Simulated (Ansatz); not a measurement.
**Na on Al(111): change of the work function**

Wanted: Δφ(θ) for Na/Al(111), starting from the fcc site.

Main program and level: Ansatz 0.2.0; plane-wave DFT, PBE, Ansatz PAW.

This is a report of a sequence of runs, with the program logs left out and the cost of each run kept.

**1. The structure**

The cell holds 4 atoms: 4 Al. Cell: a = 2.864 Å, b = 2.864 Å, c = 25.015 Å, α = 90.0°, β = 90.0°, γ = 60.0°. Vacuum lies along c.

As a file:

```cif
data_structure
_symmetry_space_group_name_H-M 'P 1'
_symmetry_Int_Tables_number 1
_cell_length_a 2.8638
_cell_length_b 2.8638
_cell_length_c 25.0148
_cell_angle_alpha 90.000
_cell_angle_beta 90.000
_cell_angle_gamma 60.000
_cell_volume 177.67
loop_
_atom_site_label
_atom_site_type_symbol
_atom_site_fract_x
_atom_site_fract_y
_atom_site_fract_z
_atom_site_occupancy
Al1 Al 0.00000 0.00000 0.35979 1
Al2 Al 0.33333 0.33333 0.45326 1
Al3 Al 0.66667 0.66667 0.54674 1
Al4 Al 0.00000 0.00000 0.64021 1
```

**2. The clean slab**

The bare slab comes first, as the zero from which every change is counted. The two lowest layers are held at bulk places and the upper ones relax. The dipole correction removes the false field that a one-sided slab makes across the periodic vacuum, so each face gets a flat vacuum level of its own.

Input file input.yaml:

```yaml
crystal:
  lattice:
    - [2.8637824638, 0.0, 0.0]
    - [1.4318912319, 2.4801083646, 0.0]
    - [0.0, 0.0, 25.0148057707]
  atoms:
    - { symbol: Al, position: [0.0, 0.0, 0.3597869231] }
    - { symbol: Al, position: [0.3333333333, 0.3333333333, 0.4532623077] }
    - { symbol: Al, position: [0.6666666667, 0.6666666667, 0.5467376923] }
    - { symbol: Al, position: [0.0, 0.0, 0.6402130769] }
kpoints:
  mp_grid: { grid: [12, 12, 1] }
hamiltonian:
  xc: pbe
scf:
  occupations: { method: fermi_dirac, width: 0.1 }
  convergence: { dr2_threshold: 1.0e-08 }
efield:
  axis: 3
  dipole_correction: true
  ramp_position: 0.97
  ramp_width: 0.06
relax:
  f_tol: 0.02
  max_steps: 60
  constraints: [{ sites: [0, 1] }]
output:
  write_potential: true
  write_density: true
  volumetric_format: npy
```

The run is started by

```
ansatz run input.yaml --threads 2 --pin off --max-ram 4096MiB --backend cpu --events-out ev --progress --plain --runs-dir out
```

It took 5.6 s on 2 threads of Arm Neoverse V1, shared host; peak memory 0.34 GiB.

Step by step:

```tsv
step	energy less that of the first step (eV)	largest force component (eV/Å)
1	0.0000	0.1320
2	-0.0031	0.0570
3	-0.0034	0.0024
```

The run keeps the 6 symmetry operations that the program found, so distortions that break them were not tested.

The atoms that moved most (Å):

```tsv
atom	dx	dy	dz	length
Al4	0.000	0.000	-0.057	0.057
Al3	0.000	0.000	-0.053	0.053
```

Final coordinates:

```xyz
4
Lattice="2.8638 0.0000 0.0000 1.4319 2.4801 0.0000 0.0000 0.0000 25.0148" Properties=species:S:1:pos:R:3
Al    0.0000    0.0000    9.0000
Al    1.4319    0.8267   11.3383
Al    2.8638    1.6534   13.6240
Al    0.0000    0.0000   15.9575
```

Read from the output:

| Quantity | Value |
| --- | --- |
| energy at zero smearing | -2149.2508 eV |
| work function, upper face | 4.021 eV |
| dipole along the normal | -7.20e-5 e·Å |

Running mean over 2.338 Å of the planar mean; the ramp of the sawtooth is left out. Table of electron's electrostatic potential energy less the Fermi level by z:

```tsv
z (Å)	electron's electrostatic potential energy less the Fermi level (eV)
3.5	4.02
4.0	4.02
4.5	4.02
5.0	4.01
5.5	3.99
6.0	3.92
6.5	3.69
7.0	2.91
7.5	0.996
8.0	-1.37
8.5	-3.48
9.0	-4.40
9.5	-4.56
10.0	-4.58
10.5	-4.60
11.0	-4.61
11.5	-4.65
12.0	-4.78
12.5	-4.81
13.0	-4.77
13.5	-4.65
14.0	-4.62
14.5	-4.62
15.0	-4.59
15.5	-4.56
16.0	-4.37
16.5	-3.33
17.0	-1.17
17.5	1.19
18.0	3.02
18.5	3.72
19.0	3.93
19.5	3.99
20.0	4.01
20.5	4.02
21.0	4.02
21.5	4.02
```

The relaxation took 3 steps and lowered the energy by 0.0034 eV; the largest force on the free atoms ends at 0.0024 eV/Å.

The work function of the upper face is 4.02 eV.

**3. The covered slab, k-mesh 4×4×1, coverage 0.111 ML**

System of this step: Na/Al(111). The cell holds 37 atoms: 36 Al and 1 Na. Cell: a = 8.591 Å, b = 8.591 Å, c = 27.408 Å, α = 90.0°, β = 90.0°, γ = 60.0°. Vacuum lies along c.

The clean slab as it ended is repeated in the plane and the adsorbate is set on one face; the cell's size fixes the coverage, and the k-mesh shrinks with it to keep the sampling density about even. Adsorbate and upper layers relax, since the dipole depends on the height.

Input file input.yaml:

```yaml
crystal:
  lattice:
    - [8.5913473915, 0.0, 0.0]
    - [4.2956736957, 7.4403250937, 0.0]
    - [0.0, 0.0, 27.4079769186]
  atoms:
    - { symbol: Al, position: [0.0, 0.0, 0.328371555] }
    - { symbol: Al, position: [0.1111111111, 0.1111111111, 0.4136849875] }
    - { symbol: Al, position: [0.2222222222, 0.2222222222, 0.4970800924] }
    - { symbol: Al, position: [0.0, 0.0, 0.5822214559] }
    - { symbol: Al, position: [0.0, 0.3333333333, 0.328371555] }
    - { symbol: Al, position: [0.1111111111, 0.4444444444, 0.4136849875] }
    - { symbol: Al, position: [0.2222222222, 0.5555555556, 0.4970800924] }
    - { symbol: Al, position: [0.0, 0.3333333333, 0.5822214559] }
[... 25 atom lines left out ...]
    - { symbol: Al, position: [0.7777777778, 0.7777777778, 0.4136849875] }
    - { symbol: Al, position: [0.8888888889, 0.8888888889, 0.4970800924] }
    - { symbol: Al, position: [0.6666666667, 0.6666666667, 0.5822214559] }
    - { symbol: Na, position: [0.1111111111, 0.1111111111, 0.671628445] }
kpoints:
  mp_grid: { grid: [4, 4, 1] }
hamiltonian:
  xc: pbe
scf:
  occupations: { method: fermi_dirac, width: 0.1 }
  convergence: { dr2_threshold: 1.0e-08 }
efield:
  axis: 3
  dipole_correction: true
  ramp_position: 0.97
  ramp_width: 0.06
relax:
  f_tol: 0.02
  max_steps: 60
  constraints:
    - { sites: [0, 1, 4, 5, 8, 9, 12, 13, 16, 17, 20, 21, 24, 25, 28, 29, 32, 33] }
output:
  write_potential: true
  write_density: true
  volumetric_format: npy
```

It took 2.5 min on 2 threads; peak memory 2.1 GiB.

The steps of the relaxation:

```tsv
step	energy less that of the first step (eV)	largest force component (eV/Å)
1	0.0000	0.4962
2	-0.0418	0.2227
3	-0.0517	0.0258
4	-0.0521	0.0023
```

Forces are held to the 6 operations that the program found; a distortion that breaks them can't arise in this run.

The atoms that moved most (Å):

```tsv
atom	dx	dy	dz	length
Na37	0.000	0.000	0.189	0.189
Al24	0.000	0.004	0.039	0.040
Al20	-0.003	-0.002	0.039	0.040
Al32	0.003	-0.002	0.039	0.040
Al4	-0.018	-0.010	0.013	0.025
Al8	0.000	0.021	0.013	0.025
Al16	0.018	-0.010	0.013	0.025
Al3	-0.003	-0.002	0.020	0.020
```

Final coordinates:

```xyz
37
Lattice="8.5913 0.0000 0.0000 4.2957 7.4403 0.0000 0.0000 0.0000 27.4080" Properties=species:S:1:pos:R:3
Al    0.0000    0.0000    9.0000
Al    1.4319    0.8267   11.3383
Al    2.8610    1.6518   13.6440
Al   -0.0182   -0.0105   15.9703
Al    1.4319    2.4801    9.0000
Al    2.8638    3.3068   11.3383
Al    4.2972    4.1326   13.6390
Al    1.4319    2.5011   15.9703
Al    2.8638    4.9602    9.0000
Al    4.2957    5.7869   11.3383
Al    5.7276    6.6168   13.6440
Al    2.8637    4.9603   15.9733
Al    2.8638    0.0000    9.0000
Al    4.2957    0.8267   11.3383
Al    5.7276    1.6551   13.6390
Al    2.8819   -0.0105   15.9703
Al    4.2957    2.4801    9.0000
Al    5.7276    3.3068   11.3383
Al    7.1579    4.1326   13.6390
Al    4.2923    2.4781   15.9969
Al    5.7276    4.9602    9.0000
Al    7.1595    5.7869   11.3383
Al    8.5901    6.6143   13.6304
Al    5.7276    4.9642   15.9969
Al    5.7276    0.0000    9.0000
Al    7.1595    0.8267   11.3383
Al    8.5941    1.6518   13.6440
Al    5.7276   -0.0001   15.9733
Al    7.1595    2.4801    9.0000
Al    8.5913    3.3068   11.3383
Al   10.0232    4.1321   13.6304
Al    7.1629    2.4781   15.9969
Al    8.5913    4.9602    9.0000
Al   10.0232    5.7869   11.3383
Al   11.4564    6.6143   13.6304
Al    8.5914    4.9603   15.9733
Na    1.4319    0.8267   18.5966
```

Numbers from this step:

```yaml
energy_at_zero_smearing: -20829.9091 eV
work_function_upper_face: 2.467 eV
work_function_lower_face: 4.070 eV
dipole_along_the_normal: 0.5662 e·Å
step_between_the_vacuum_levels: -1.603 eV
```

Running mean over 2.338 Å of the planar mean; the ramp of the sawtooth is left out. Electron's electrostatic potential energy less the Fermi level against z:

```tsv
z (Å)	electron's electrostatic potential energy less the Fermi level (eV)
3.5	4.07
4.0	4.07
4.5	4.07
5.0	4.06
5.5	4.04
6.0	3.97
6.5	3.74
7.0	2.97
7.5	1.03
8.0	-1.34
8.5	-3.45
9.0	-4.39
9.5	-4.54
10.0	-4.56
10.5	-4.58
11.0	-4.59
11.5	-4.62
12.0	-4.71
12.5	-4.73
13.0	-4.71
13.5	-4.61
14.0	-4.58
14.5	-4.56
15.0	-4.54
15.5	-4.53
16.0	-4.37
16.5	-3.45
17.0	-1.52
17.5	0.368
18.0	1.75
18.5	2.11
19.0	2.08
19.5	2.08
20.0	2.29
20.5	2.41
21.0	2.44
21.5	2.46
22.0	2.46
22.5	2.47
23.0	2.47
23.5	2.47
24.0	2.47
```

The relaxation took 4 steps and lowered the energy by 0.052 eV; the largest force on the free atoms ends at 0.0023 eV/Å.

The covered face has 2.47 eV, -1.55 eV against the clean one; the bare back face has moved by +0.05 eV, a measure of how thin the slab is.

**4. Adsorbate added, k-mesh 6×6×1, coverage 0.25 ML**

System of this step: Na/Al(111). The cell holds 17 atoms: 16 Al and 1 Na. Its edges and angles: a = 5.728 Å, b = 5.728 Å, c = 27.408 Å, α = 90.0°, β = 90.0°, γ = 60.0°. Vacuum lies along c.

Another coverage, to see how the dipoles act on each other as their distance changes.

Input file input.yaml:

```yaml
crystal:
  lattice:
    - [5.7275649276, 0.0, 0.0]
    - [2.8637824638, 4.9602167292, 0.0]
    - [0.0, 0.0, 27.4079769186]
  atoms:
    - { symbol: Al, position: [0.0, 0.0, 0.328371555] }
    - { symbol: Al, position: [0.1666666667, 0.1666666667, 0.4136849875] }
    - { symbol: Al, position: [0.3333333333, 0.3333333333, 0.4970800924] }
    - { symbol: Al, position: [0.0, 0.0, 0.5822214559] }
    - { symbol: Al, position: [0.0, 0.5, 0.328371555] }
    - { symbol: Al, position: [0.1666666667, 0.6666666667, 0.4136849875] }
    - { symbol: Al, position: [0.3333333333, 0.8333333333, 0.4970800924] }
    - { symbol: Al, position: [0.0, 0.5, 0.5822214559] }
    - { symbol: Al, position: [0.5, 0.0, 0.328371555] }
    - { symbol: Al, position: [0.6666666667, 0.1666666667, 0.4136849875] }
    - { symbol: Al, position: [0.8333333333, 0.3333333333, 0.4970800924] }
    - { symbol: Al, position: [0.5, 0.0, 0.5822214559] }
    - { symbol: Al, position: [0.5, 0.5, 0.328371555] }
    - { symbol: Al, position: [0.6666666667, 0.6666666667, 0.4136849875] }
    - { symbol: Al, position: [0.8333333333, 0.8333333333, 0.4970800924] }
    - { symbol: Al, position: [0.5, 0.5, 0.5822214559] }
    - { symbol: Na, position: [0.1666666667, 0.1666666667, 0.671628445] }
kpoints:
  mp_grid: { grid: [6, 6, 1] }
hamiltonian:
  xc: pbe
scf:
  occupations: { method: fermi_dirac, width: 0.1 }
  convergence: { dr2_threshold: 1.0e-08 }
efield:
  axis: 3
  dipole_correction: true
  ramp_position: 0.97
  ramp_width: 0.06
relax:
  f_tol: 0.02
  max_steps: 60
  constraints: [{ sites: [0, 1, 4, 5, 8, 9, 12, 13] }]
output:
  dos: { projected: true, e_range: [-8, 4] }
  write_potential: true
  write_density: true
  volumetric_format: npy
  elf: true
```

It took 51 s on 2 threads; peak memory 0.91 GiB; 99 s of CPU time.

Relaxation path:

```tsv
step	energy less that of the first step (eV)	largest force component (eV/Å)
1	0.0000	0.4709
2	-0.0406	0.2214
3	-0.0516	0.0434
4	-0.0521	0.0023
```

The run keeps the 6 symmetry operations that the program found, so distortions that break them were not tested.

The atoms that moved most (Å):

```tsv
atom	dx	dy	dz	length
Na17	0.000	0.000	0.168	0.168
Al16	0.000	0.000	0.091	0.091
Al4	-0.015	-0.009	-0.014	0.022
Al8	0.000	0.017	-0.014	0.022
Al12	0.015	-0.009	-0.014	0.022
Al7	0.000	-0.008	0.015	0.016
Al11	-0.007	0.004	0.015	0.016
Al3	0.007	0.004	0.015	0.016
```

The relaxed structure:

```xyz
17
Lattice="5.7276 0.0000 0.0000 2.8638 4.9602 0.0000 0.0000 0.0000 27.4080" Properties=species:S:1:pos:R:3
Al    0.0000    0.0000    9.0000
Al    1.4319    0.8267   11.3383
Al    2.8703    1.6572   13.6386
Al   -0.0148   -0.0085   15.9440
Al    1.4319    2.4801    9.0000
Al    2.8638    3.3068   11.3383
Al    4.2957    4.1259   13.6386
Al    1.4319    2.4972   15.9440
Al    2.8638    0.0000    9.0000
Al    4.2957    0.8267   11.3383
Al    5.7210    1.6572   13.6386
Al    2.8786   -0.0085   15.9440
Al    4.2957    2.4801    9.0000
Al    5.7276    3.3068   11.3383
Al    7.1595    4.1335   13.6133
Al    4.2957    2.4801   16.0487
Na    1.4319    0.8267   18.5761
```

This step gave:

| Quantity | Value |
| --- | --- |
| energy at zero smearing | -10083.5674 eV |
| work function, upper face | 2.033 eV |
| work function, lower face | 4.030 eV |
| dipole along the normal | 0.3135 e·Å |
| step between the vacuum levels | -1.997 eV |

Running mean over 2.338 Å of the planar mean; the ramp of the sawtooth is left out. Table of electron's electrostatic potential energy less the Fermi level by z:

```tsv
z (Å)	electron's electrostatic potential energy less the Fermi level (eV)
3.5	4.03
4.0	4.03
4.5	4.03
5.0	4.02
5.5	4.00
6.0	3.94
6.5	3.70
7.0	2.94
7.5	1.01
8.0	-1.35
8.5	-3.46
9.0	-4.40
9.5	-4.54
10.0	-4.57
10.5	-4.59
11.0	-4.60
11.5	-4.63
12.0	-4.74
12.5	-4.76
13.0	-4.73
13.5	-4.63
14.0	-4.60
14.5	-4.59
15.0	-4.57
15.5	-4.54
16.0	-4.38
16.5	-3.49
17.0	-1.77
17.5	-0.367
18.0	0.567
18.5	0.703
19.0	0.590
19.5	0.772
20.0	1.38
20.5	1.74
21.0	1.89
21.5	1.96
22.0	2.00
22.5	2.02
23.0	2.03
23.5	2.03
24.0	2.03
```

The density of states has structure finer than the step of the table below, so its rows give means over 0.25 eV. Peaks (eV: height): -4.690: 17.4, -3.820: 14.0, -2.890: 14.7, 0.600: 12.4, 1.020: 16.3, 1.380: 16.6, 1.950: 12.2.

The density of states by energy, zero at the Fermi level; means over each step:

energy (eV), density of states (states/eV a cell) and a bar from the least value:
```
    -7.75        4.1 #######
    -7.50        4.6 ########
    -7.25        3.2 ###
    -7.00        2.9 ##
    -6.75        2.7 #
    -6.50        5.4 ############
    -6.25        4.7 #########
    -6.00        5.0 ##########
    -5.75        3.1 ###
    -5.50        4.4 ########
    -5.25        3.5 ####
    -5.00        5.9 ##############
    -4.75        9.5 ############################
    -4.50        2.6 #
    -4.25        2.5 
    -4.00        4.1 #######
    -3.75        8.7 #########################
    -3.50        5.0 ##########
    -3.25        4.7 #########
    -3.00        7.4 ####################
    -2.75        5.5 ############
    -2.50        7.7 #####################
    -2.25        6.9 ##################
    -2.00        3.5 ####
    -1.75        6.8 #################
    -1.50        6.9 ##################
    -1.25        5.4 ############
    -1.00        6.7 #################
    -0.75        7.4 ####################
    -0.50        9.1 ###########################
    -0.25        7.1 ###################
     0.00        7.1 ###################
     0.25        8.0 ######################
     0.50        9.4 ############################
     0.75        8.6 #########################
     1.00        9.9 ##############################
     1.25        7.4 ####################
     1.50        9.5 ############################
     1.75        5.7 #############
```

Projected DOS per atom over height of the atomic layer and energy from the Fermi level. Layers: Al4 Al4 Al4 Al4 Na from below.

Ten even steps from '_' (0.01 states/eV) to '@' (0.91 states/eV), each cell a mean:
```
==----==..
========%%
++====**@@
++====++%%
++----++==
**====**--
========::
==----==__
--::::==__
++====++__
========__
----::--__
++====++__
..::::::__
--======__
==----==__
::::::::__
::::--::__
--------__
........__
::::::::__
::----::__
```
Columns: height of the atomic layer (Å) from 9 to 18.6 (not evenly spaced); rows upwards: energy from the Fermi level (eV) from -7.96 to 1.95.

Electrostatic potential energy in the ca plane at fractional y = 0.167, with atoms of Al and Na within 0.2 Å of it. With pseudopotentials it is smooth inside the atoms' cores, unlike the true potential.

Ten even steps from '0' (-17 eV) to '9' (4 eV), each cell a mean:
```
25788777886313677422589988888899999999999999
25788777886313677422589999999999999999999999
56875223687545788655789999999999999999999999
78861010378777899877899999999999999999999999
88840452168888999988999999999999999999999999
88850241278888999888999999999999999999999999
67873001578766888766799999999999999999999999
35787556787434687533689999999999999999999999
25788778886312677422579998888999999999999999
35787556787434687534689887678899999999999999
67873001578767888767888852146889999999999999
88850241278888999888998610005789999999999999
88840452168888999988998610004789999999999999
78861010378878899878898730026789999999999999
56775223687645788655789875567889999999999999
```
Columns run along c (16.0 Å, from fractional 0.34 to 0.92 of the cell; values clipped at the 3rd and 97th percentile), rows up along a (5.7 Å). Atoms in or near the plane, at fractional coordinates: Al at (0.41, 0.17), Al at (0.41, 0.67), Na at (0.68, 0.17).

ELF in the ca plane at fractional y = 0.167, with atoms of Al and Na within 0.2 Å of it. It is the smooth field of the valence electrons, not physical close to the nuclei.

Ten even steps from '0' (0.00) to '9' (0.70), each cell a mean:
```
77667887777778988878997410000134421000000000
77667887777778988878997531111233211000000000
87778767878888766789986532222222100000000000
87786113788887544689986422112111000000000000
77784121698876433589875321111110000000000000
87784111798876434689975321111111000000000000
87787435888887655789986432222221100000000000
87778888777778887889997532222332210000000000
77667887667668988878998520001234321000000000
87778888777778887889997201100024432100000000
87787435888887656789985126741014543100000000
87784111798876434578873167683003653110000000
77784121698875433578872175484003653210000000
87786113788886544689984058872003653100000000
87778767878888777789996103310014542100000000
```
Columns run along c (16.0 Å, from fractional 0.34 to 0.92 of the cell), rows up along a (5.7 Å). Atoms in or near the plane, at fractional coordinates: Al at (0.41, 0.17), Al at (0.41, 0.67), Na at (0.68, 0.17).

Valence density in the ca plane at fractional y = 0.167, with atoms of Al and Na within 0.2 Å of it. It is the smooth field of the valence electrons, not physical close to the nuclei.

Ten steps, logarithmic in the rise over the least value, from '0' (0 e/Å³) to '9' (15 e/Å³), each cell a mean:
```
11111111111111111111110000000000000000000000
11111111111111111111110000000000000000000000
11111111111111111111110000000000000000000000
11111111111111111111110000000000000000000000
11111001111111111111110000000000000000000000
11111101111111111111110000000000000000000000
11111111111111111111110000000000000000000000
11111111111111111111110000000000000000000000
11111111111111111111110000000000000000000000
11111111111111111111110001100000000000000000
11111111111111111111110025520000000000000000
11111101111111111111110159961000000000000000
11111001111111111111111169972000000000000000
11111111111111111111110137741000000000000000
11111111111111111111110012210000000000000000
```
Columns run along c (16.0 Å, from fractional 0.34 to 0.92 of the cell), rows up along a (5.7 Å). Atoms in or near the plane, at fractional coordinates: Al at (0.41, 0.17), Al at (0.41, 0.67), Na at (0.68, 0.17).

The relaxation took 4 steps and lowered the energy by 0.052 eV; the largest force on the free atoms ends at 0.0023 eV/Å.

By hand: a sheet of dipoles makes a step −p/(ε₀A) in the electron's potential. With e/ε₀ = 180.95 V·Å, p = 0.3135 e·Å and A = 28.41 Å², that is −180.95 × (0.3135) / 28.41 = -1.997 eV, and the two vacuum levels of the run differ by -1.997 eV.

The covered face has 2.03 eV, -1.99 eV against the clean one; the bare back face has moved by +0.01 eV, a measure of how thin the slab is.

**5. Work function against coverage**

This step: plane-wave DFT, PBE, Ansatz PAW; work function against coverage (Ansatz 0.2.0).

The runs are now put side by side.

This step gave:

* work function of the clean face: 4.021 eV
* largest change of the work function: -1.988 eV

The work function of the covered face by coverage:

```tsv
coverage (adsorbates/nm²)	work function of the covered face (eV)
0.00	4.02
1.56	2.47
3.52	2.03
```

The dipole per adsorbate comes from the change of the cell's dipole. Coverage, by row:

```tsv
coverage (1/nm²)	coverage (ML)	work function (eV)	change (eV)	dipole per adsorbate, positive end outwards (debye)	mean height of the added atoms over the highest substrate atom (Å)
1.564	0.1111	2.467	-1.553	2.723	2.6
3.52	0.25	2.033	-1.988	1.507	2.527
```

**6. Summary of results**

```
work function of the clean face                        : 4.02 eV
work function at 0.11 ML                               : 2.47 eV
work function at 0.25 ML                               : 2.03 eV
dipole per adsorbate at 0.11 ML, positive end outwards : 2.72 D
```

What this shows: Na lowers the work function of Al(111) at the lowest coverage, by 1.55 eV: the adsorbate layer has its positive end outwards. The slab has 4 layers, at the tabulated experimental lattice constant, one starting site was run, and quantum-size effects of a slab this thin can reach one or two tenths of an eV.

[Long decimals in the printed logs are rounded to 6 places.]

[Logs are printed without paths, hosts, clocks, repeated set-up lines and the standing remarks that a program may print on its own settings, such as how far it seeks lower states.]

[Hosts, paths, dates, database ids (printed as entryN), source tags and the programs' standing remarks are cut or masked in the printed files.]

[Maps of the electrostatic potential energy from Ansatz leave out the sawtooth potential of an applied field or a dipole correction, so their vacuum need not be flat; planar profiles and work functions include it.]

[The density of states shown here was stored with 400 of the rows of the run's finer table, so its peaks can read low, often by over a quarter, or be missed, and its means over a window can be off by a tenth or more.]
